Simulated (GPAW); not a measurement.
# The Ga K excitation threshold of GaP (F-43m) under uniform strain

For each volume the threshold was computed as E(hole) − E(ground) plus the lowest empty eigenvalue of the hole cell (GPAW, PBE, 8-atom cell, total energies on 3×3×3 k points, the eigenvalue on 5×5×5, hole spin-paired). The values are raw; only their change is used. The threshold is the spectrum's zero, where absorption may be weak, not the visible edge.

| volume | ln(V/V₀) | threshold (eV) |
| --- | --- | --- |
| V × 0.94 | -0.06188 | 10401.308 |
| V × 0.97 | -0.03046 | 10401.265 |
| V × 1 | +0.00000 | 10401.191 |
| V × 1.03 | +0.02956 | 10401.086 |
| V × 1.06 | +0.05827 | ? |

Question: Fit a straight line in ln(V/V₀), give its slope, and predict the threshold at V × 1.06.

The means of the given rows are x̄ = -0.01570 and Ē = 10401.213 eV. Σ(x − x̄)(E − Ē) = -0.01125 and Σ(x − x̄)² = 0.004645, so the slope is -2.42 eV, and the line passes the given rows within 0.017 eV. At x = +0.05827 it gives 10401.213 + (-2.42) × (+0.07397) = 10401.033 eV. The run gives 10400.954 eV, a miss of +0.079 eV over a total move of -0.354 eV. The rows bend away from the line, so the slope is only a mean over the range. It stands for the clamped-ion volume deformation potential of the lowest empty level of the hole cell on this mesh (the hole may pull it below the band edge) against the Ga 1s level, with the hole's relaxation included: the threshold falls by 0.024 eV for 1 % of expansion. The charged cell's image error also scales with the cell's size and isn't taken out.

[Hosts, paths, dates, database ids (printed as entryN), source tags and the programs' standing remarks are cut or masked in the printed files.]

[Lists of maxima count a maximum above −3 eV only where it reaches 4 % of the highest in the window and stands out from its surroundings by 2 % of it (1.5 % where it reaches 55 %); shoulders and weaker maxima are passed over, and of the rest the first, up to two pre-edge ones and the few strongest are named.]
